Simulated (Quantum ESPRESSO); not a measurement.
# Collinear magnetic orders of BaMn2Sb2 with Quantum ESPRESSO

Aim: find out which collinear order of BaMn2Sb2 costs least.

Main program and level: Quantum ESPRESSO 7.5; LDA; plane waves with GBRV 1.5 LDA potentials, no spin-orbit coupling.

Report form: the programs' logs are mostly left out.

## 1. Starting point

It takes space group I4/mmm (No. 139, tetragonal). The conventional cell has a = 4.530 Å, b = 4.530 Å, c = 12.944 Å, α = 90.00°, β = 90.00°, γ = 90.00°. Ba has 8 Sb at 3.66 Å and 8 Mn at 3.95 Å nearest. Nearest to Mn lie 4 Sb at 2.70 Å and 4 Mn at 3.20 Å and 4 Ba at 3.95 Å. Sb has 4 Mn at 2.70 Å and 1 Sb at 3.53 Å and 4 Ba at 3.66 Å nearest. Farther neighbours are not listed.

The cell comes from Materials Project 2023-11-01, a database of computed structures, and need not be the stable phase.

## 2. Run 1, typed as ferro ++

The signs are those of the starting moments on the seeded atoms, the atoms that are given a moment.

File pw.in:

```
&CONTROL
  calculation = 'scf'
  prefix = 'pwscf'
  outdir = './tmp'
  pseudo_dir = './pseudo'
  disk_io = 'nowf'
/
&SYSTEM
  ibrav = 0
  celldm(1) = 8
  nat = 5
  ntyp = 3
  ecutwfc = 40
  ecutrho = 280
  nbnd = 49
  occupations = 'smearing'
  smearing = 'fd'
  degauss = 0.00734986
  nspin = 2
  starting_magnetization(1) = 0
  starting_magnetization(2) = 0.2333
  starting_magnetization(3) = 0
/
&ELECTRONS
  conv_thr = 1d-08
  electron_maxstep = 150
  mixing_beta = 0.3
/
ATOMIC_SPECIES
Ba    137.3270 ba_lda_v1.uspp.F.UPF
Mn     54.9380 mn_lda_v1.5.uspp.F.UPF
Sb    121.7600 sb_lda_v1.4.uspp.F.UPF
CELL_PARAMETERS alat
  -0.5350648500468    0.5350648500468    1.5287676478349
   0.5350648500468   -0.5350648500468    1.5287676478349
   0.5350648500468    0.5350648500468   -1.5287676478349
ATOMIC_POSITIONS crystal
Ba      0.0000000000    0.0000000000    0.0000000000
Mn      0.7500000000    0.2500000000    0.5000000000
Mn      0.2500000000    0.7500000000    0.5000000000
Sb      0.6362330000    0.6362330000    0.0000000000
Sb      0.3637670000    0.3637670000    0.0000000000
K_POINTS automatic
8 8 8 0 0 0
```

Launch:

```console
$ OMP_NUM_THREADS=1 mpirun -n 4 pw.x -nk 4 -in pw.in > pw.out
```

It took 3.4 min on 4 MPI ranks of Intel Xeon Platinum 8559C (Emerald Rapids), shared host; peak memory 1.2 GiB.

Spin moment in the atom's sphere by atom:

| atom | spin moment in the atom's sphere (μB) |
| --- | --- |
| Ba1 | 0.03 |
| Mn2 | 3.44 |
| Mn3 | 3.44 |
| Sb4 | -0.04 |
| Sb5 | -0.04 |

Read from the output:

| Item | Value |
| --- | --- |
| smearing term TS | 0.1634 eV |
| magnetization | 7.303 μB |
| absolute magnetization | 7.639 μB |
| final state | ferromagnetic |

Spin density in the ac plane of the conventional cell at fractional y = 0.000, with atoms of Ba and Mn and Sb within 0.2 Å of it.

Values in e/Å³, 24 rows by 14 columns, each cell a mean:
```
0.0 0.0 0.0 0.0 0.0 0.0 0.0 0.0 0.0 0.0 0.0 0.0 0.0 0.0
0.0 0.0 0.0 0.0 0.0 0.0 0.0 0.0 0.0 0.0 0.0 0.0 0.0 0.0
0.0 0.0 0.0 0.0 0.0 0.0 0.0 0.0 0.0 0.0 0.0 0.0 0.0 0.0
0.0 0.0 0.0 0.0 0.0 0.0 0.1 0.1 0.0 0.0 0.0 0.0 0.0 0.0
0.0 0.0 0.0 0.0 0.1 0.2 0.6 0.7 0.4 0.1 0.0 0.0 0.0 0.0
0.0 0.0 0.0 0.0 0.2 1.0 3.6 4.5 2.1 0.4 0.1 0.0 0.0 0.0
0.0 0.0 0.0 0.0 0.2 0.7 2.6 3.3 1.5 0.3 0.1 0.0 0.0 0.0
0.0 0.0 0.0 0.0 0.0 0.1 0.3 0.3 0.2 0.1 0.0 0.0 0.0 0.0
0.0 0.0 0.0 0.0 0.0 0.0 0.0 0.0 0.0 0.0 0.0 0.0 0.0 0.0
0.0 0.0 0.0 0.0 0.0 0.0 0.0 0.0 0.0 0.0 0.0 0.0 0.0 0.0
0.0 0.0 0.0 0.0 0.0 0.0 0.0 0.0 0.0 0.0 0.0 0.0 0.0 0.0
0.0 0.0 0.0 0.0 0.0 0.0 0.0 0.0 0.0 0.0 0.0 0.0 0.0 0.0
0.0 0.0 0.0 0.0 0.0 0.0 0.0 0.0 0.0 0.0 0.0 0.0 0.0 0.0
0.0 0.0 0.0 0.0 0.0 0.0 0.0 0.0 0.0 0.0 0.0 0.0 0.0 0.0
0.0 0.0 0.0 0.0 0.0 0.0 0.0 0.0 0.0 0.0 0.0 0.0 0.0 0.0
0.0 0.0 0.0 0.0 0.0 0.0 0.1 0.1 0.0 0.0 0.0 0.0 0.0 0.0
0.0 0.0 0.0 0.0 0.1 0.2 0.6 0.7 0.4 0.1 0.0 0.0 0.0 0.0
0.0 0.0 0.0 0.0 0.2 1.0 3.6 4.5 2.2 0.4 0.1 0.0 0.0 0.0
0.0 0.0 0.0 0.0 0.2 0.7 2.5 3.3 1.5 0.3 0.1 0.0 0.0 0.0
0.0 0.0 0.0 0.0 0.1 0.1 0.3 0.3 0.2 0.1 0.0 0.0 0.0 0.0
0.0 0.0 0.0 0.0 0.0 0.0 0.0 0.0 0.0 0.0 0.0 0.0 0.0 0.0
0.0 0.0 0.0 0.0 0.0 0.0 0.0 0.0 0.0 0.0 0.0 0.0 0.0 0.0
0.0 0.0 0.0 0.0 0.0 0.0 0.0 0.0 0.0 0.0 0.0 0.0 0.0 0.0
0.0 0.0 0.0 0.0 0.0 0.0 0.0 0.0 0.0 0.0 0.0 0.0 0.0 0.0
```
Columns run along a (4.5 Å), rows up along c (12.9 Å), edges of the conventional cell, whose origin can differ from the input's. Atoms in or near the plane, at fractional coordinates: Ba at (0.00, 0.00), Mn at (0.50, 0.75), Mn at (0.50, 0.25), Sb at (0.00, 0.64), Sb at (0.00, 0.36).

Valence density in the ac plane of the conventional cell at fractional y = 0.000, with atoms of Ba and Mn and Sb within 0.2 Å of it. It is the smooth field of the valence electrons, not physical close to the nuclei.

Ten steps, logarithmic in the rise over the least value, from '_' (-1 e/Å³) to '@' (15 e/Å³), each cell a mean:
```
==++++==------------==++++==
++++==----------------====++
----------------------------
----------------------------
----------==****++==--------
--------==##@@@@@@++==------
==========**@@@@%%++========
##**==========++========++##
@@%%**====----------==++##@@
%%##++==------------====**##
======------------------====
----------------------------
----------------------------
++====----------------====++
@@##++==------------====**%%
@@%%++====----------====##@@
**++========****++========++
====--====##@@@@@@++========
--------==**@@@@%%++==------
----------====++==----------
----------------------------
====----------------------==
++++====--------------==++++
__++++==------------==++++--
```
Columns run along a (4.5 Å), rows up along c (12.9 Å), edges of the conventional cell, whose origin can differ from the input's. Atoms in or near the plane, at fractional coordinates: Ba at (0.00, 0.00), Mn at (0.50, 0.75), Mn at (0.50, 0.25), Sb at (0.00, 0.64), Sb at (0.00, 0.36).

## 3. Run 2, typed as antiferro q=(1/2,1/2,1/2) +−−+

The cell is doubled to 10 atoms to hold this order. The wavevector q is in fractions of the reciprocal vectors of the crystal's primitive cell, as the cells of these inputs are built from it; moments change sign between cells as cos(2π q·R).

File pw.in:

```
&CONTROL
  calculation = 'scf'
  prefix = 'pwscf'
  outdir = './tmp'
  pseudo_dir = './pseudo'
  disk_io = 'nowf'
/
&SYSTEM
  ibrav = 0
  celldm(1) = 8
  nat = 10
  ntyp = 4
  ecutwfc = 40
  ecutrho = 280
  nbnd = 86
  occupations = 'smearing'
  smearing = 'fd'
  degauss = 0.00734986
  nspin = 2
  starting_magnetization(1) = 0
  starting_magnetization(2) = 0.2333
  starting_magnetization(3) = -0.2333
  starting_magnetization(4) = 0
/
&ELECTRONS
  conv_thr = 2d-08
  electron_maxstep = 150
  mixing_beta = 0.3
/
ATOMIC_SPECIES
Ba    137.3270 ba_lda_v1.uspp.F.UPF
Mn1    54.9380 mn_lda_v1.5.uspp.F.UPF
Mn2    54.9380 mn_lda_v1.5.uspp.F.UPF
Sb    121.7600 sb_lda_v1.4.uspp.F.UPF
CELL_PARAMETERS alat
  -1.0701297000936    1.0701297000936    3.0575352956698
   0.0000000000000    0.0000000000000    3.0575352956698
   0.0000000000000    1.0701297000936    0.0000000000000
ATOMIC_POSITIONS crystal
Ba      0.0000000000    0.0000000000    0.0000000000
Ba      0.5000000000    0.0000000000    0.0000000000
Mn1     0.0000000000    0.2500000000    0.5000000000
Mn2     0.5000000000    0.2500000000    0.5000000000
Mn2     0.5000000000    0.7500000000    0.5000000000
Mn1     0.0000000000    0.7500000000    0.5000000000
Sb      0.0000000000    0.6362330000    0.0000000000
Sb      0.5000000000    0.6362330000    0.0000000000
Sb      0.0000000000    0.3637670000    0.0000000000
Sb      0.5000000000    0.3637670000    0.0000000000
K_POINTS automatic
4 8 8 0 0 0
```

The job ended after 11 min (4 MPI ranks; peak memory 2.5 GiB).

Spin moment in the atom's sphere by atom:

| atom | spin moment in the atom's sphere (μB) |
| --- | --- |
| Ba1 | 0.00 |
| Ba2 | 0.00 |
| Mn3 | 3.50 |
| Mn4 | -3.50 |
| Mn5 | -3.50 |
| Mn6 | 3.50 |
| Sb7 | 0.00 |
| Sb8 | 0.00 |
| Sb9 | 0.00 |
| Sb10 | 0.00 |

This step gave:

```yaml
smearing_term_ts: 0.2076 eV
magnetization: 0 μB
absolute_magnetization: 15.47 μB
final_state: antiferromagnetic
```

Spin density in the bc plane at fractional x = 0.000, with atoms of Ba and Mn and Sb within 0.2 Å of it.

Values in e/Å³, 7 rows by 16 columns, each cell a mean:
```
0.0 0.0 0.0 0.0 0.0 0.0 0.0 0.0 0.0 0.0 0.0 0.0 0.0 0.0 0.0 0.0
0.0 0.0 0.0 0.0 0.0 0.0 0.0 0.0 0.0 0.0 0.0 0.0 0.1 0.0 0.0 0.0
0.0 0.0 0.0 0.7 0.8 0.0 0.0 0.0 0.0 0.0 0.0 0.7 0.8 0.1 0.0 0.0
0.0 0.0 0.1 2.2 2.9 0.1 0.0 0.0 0.0 0.0 0.1 2.3 2.8 0.1 0.0 0.0
0.0 0.0 0.0 0.4 0.5 0.0 0.0 0.0 0.0 0.0 0.0 0.4 0.5 0.0 0.0 0.0
0.0 0.0 0.0 0.0 0.0 0.0 0.0 0.0 0.0 0.0 0.0 0.0 0.0 0.0 0.0 0.0
0.0 0.0 0.0 0.0 0.0 0.0 0.0 0.0 0.0 0.0 0.0 0.0 0.0 0.0 0.0 0.0
```
Columns run along b (12.9 Å), rows up along c (4.5 Å). Atoms in or near the plane, at fractional coordinates: Ba at (0.00, 0.00), Mn at (0.25, 0.50), Mn at (0.75, 0.50), Sb at (0.64, 0.00), Sb at (0.36, 0.00).

Valence density in the bc plane at fractional x = 0.000, with atoms of Ba and Mn and Sb within 0.2 Å of it. It is the smooth field of the valence electrons, not physical close to the nuclei.

Ten steps, logarithmic in the rise over the least value, from '0' (-1 e/Å³) to '9' (16 e/Å³), each cell a mean:
```
255433333446897543344799744333334553
554433333445675443344566544333333455
444333333444444433334444444433333444
433333344444444333333344444443333334
333333457864433333333333457864333333
333333479984433333333333479984333333
333333479984433333333333479984333333
333333456754433333333334456754333333
443333344444444333333444444443333334
544333333444554433334455444333333445
555433333445776443344577644333333455
055433333446998543344799754333334552
```
Columns run along b (12.9 Å), rows up along c (4.5 Å). Atoms in or near the plane, at fractional coordinates: Ba at (0.00, 0.00), Mn at (0.25, 0.50), Mn at (0.75, 0.50), Sb at (0.64, 0.00), Sb at (0.36, 0.00).

## 4. Run 3 (antiferro +−)

File pw.in:

```
&CONTROL
  calculation = 'scf'
  prefix = 'pwscf'
  outdir = './tmp'
  pseudo_dir = './pseudo'
  disk_io = 'nowf'
/
&SYSTEM
  ibrav = 0
  celldm(1) = 8
  nat = 5
  ntyp = 4
  ecutwfc = 40
  ecutrho = 280
  nbnd = 45
  occupations = 'smearing'
  smearing = 'fd'
  degauss = 0.00734986
  nspin = 2
  starting_magnetization(1) = 0
  starting_magnetization(2) = 0.2333
  starting_magnetization(3) = -0.2333
  starting_magnetization(4) = 0
/
&ELECTRONS
  conv_thr = 1d-08
  electron_maxstep = 150
  mixing_beta = 0.3
/
ATOMIC_SPECIES
Ba    137.3270 ba_lda_v1.uspp.F.UPF
Mn1    54.9380 mn_lda_v1.5.uspp.F.UPF
Mn2    54.9380 mn_lda_v1.5.uspp.F.UPF
Sb    121.7600 sb_lda_v1.4.uspp.F.UPF
CELL_PARAMETERS alat
  -0.5350648500468    0.5350648500468    1.5287676478349
   0.5350648500468   -0.5350648500468    1.5287676478349
   0.5350648500468    0.5350648500468   -1.5287676478349
ATOMIC_POSITIONS crystal
Ba      0.0000000000    0.0000000000    0.0000000000
Mn1     0.7500000000    0.2500000000    0.5000000000
Mn2     0.2500000000    0.7500000000    0.5000000000
Sb      0.6362330000    0.6362330000    0.0000000000
Sb      0.3637670000    0.3637670000    0.0000000000
K_POINTS automatic
8 8 8 0 0 0
```

It took 3.5 min on 4 MPI ranks; peak memory 1.2 GiB; 14 min of CPU time.

Spin moment in the atom's sphere by atom:

| atom | spin moment in the atom's sphere (μB) |
| --- | --- |
| Ba1 | 0.00 |
| Mn2 | 3.53 |
| Mn3 | -3.53 |
| Sb4 | 0.00 |
| Sb5 | 0.00 |

This step gave:

* smearing term TS: 0.05386 eV
* magnetization: 0 μB
* absolute magnetization: 7.818 μB
* final state: antiferromagnetic

## 5. Start 4: no spin polarisation

File pw.in:

```
&CONTROL
  calculation = 'scf'
  prefix = 'pwscf'
  outdir = './tmp'
  pseudo_dir = './pseudo'
  disk_io = 'nowf'
/
&SYSTEM
  ibrav = 0
  celldm(1) = 8
  nat = 5
  ntyp = 3
  ecutwfc = 40
  ecutrho = 280
  nbnd = 45
  occupations = 'smearing'
  smearing = 'fd'
  degauss = 0.00734986
/
&ELECTRONS
  conv_thr = 1d-08
  electron_maxstep = 150
  mixing_beta = 0.3
/
ATOMIC_SPECIES
Ba    137.3270 ba_lda_v1.uspp.F.UPF
Mn     54.9380 mn_lda_v1.5.uspp.F.UPF
Sb    121.7600 sb_lda_v1.4.uspp.F.UPF
CELL_PARAMETERS alat
  -0.5350648500468    0.5350648500468    1.5287676478349
   0.5350648500468   -0.5350648500468    1.5287676478349
   0.5350648500468    0.5350648500468   -1.5287676478349
ATOMIC_POSITIONS crystal
Ba      0.0000000000    0.0000000000    0.0000000000
Mn      0.7500000000    0.2500000000    0.5000000000
Mn      0.2500000000    0.7500000000    0.5000000000
Sb      0.6362330000    0.6362330000    0.0000000000
Sb      0.3637670000    0.3637670000    0.0000000000
K_POINTS automatic
8 8 8 0 0 0
```

Run time: 97 s. Hardware: 4 MPI ranks; peak memory 0.8 GiB; 6.5 min of CPU time.

Numbers from this step:

```yaml
smearing_term_ts: 0.3528 eV
final_state: non-magnetic (no spin polarisation)
```

## 6. Ranking

An order is kept where moments of 0.15 μB or more survive with the typed signs; meshes match where a doubled cell samples the same k points as the first cell.

Orders:

| start | final state | typed order kept | energy over the lowest (meV a seeded atom) | largest site moment (μB) | net moment (μB a cell of the first run) | mesh matched | CPU time (s) |
| --- | --- | --- | --- | --- | --- | --- | --- |
| ferro ++ | ferromagnetic | yes | 195.4 | 3.442 | 7.303 | yes | 810.7 |
| antiferro q=(1/2,1/2,1/2) +--+ | antiferromagnetic | yes | 14.5 | 3.498 | 0 | yes | 2558 |
| antiferro +- | antiferromagnetic | yes | 0 | 3.526 | 0 | yes | 841.7 |
| no spin polarisation | non-magnetic | - | 885.6 | 0 | 0 | yes | 387.4 |

## 7. Summary of results

```yaml
lowest_state_found: antiferromagnetic (from antiferro +-)
largest_site_moment: 3.53 μB
next_state_with_moments: antiferromagnetic, 14.5 meV a seeded atom higher
state_without_moments: 886 meV a seeded atom higher
```

What this shows: Forming the moments gains more than four times the spread of the orders, as local moments do. The smearing terms TS of the orders run from 27 to 82 meV a seeded atom, so the differences would change at a smaller width: an order with a larger TS is lowered more by the smearing. Only these 4 starts were compared; other wavevectors, canted and longer-period orders were not. Energies are free energies at an electronic temperature of 1160 K, which lowers moments and differences where the moments are itinerant.

[Logs and program files are shortened in this print: banners, set-up blocks, solver, clock and traceback lines can be left out without a mark of their own.]

[Logs are printed without paths, hosts, clocks, repeated set-up lines and the standing remarks that a program may print on its own settings, such as how far it seeks lower states.]

[Hosts, paths, dates, database ids (printed as entryN), source tags and the programs' standing remarks are cut or masked in the printed files.]

[Where a cell is said to come from a database of computed structures, the database is the Materials Project.]
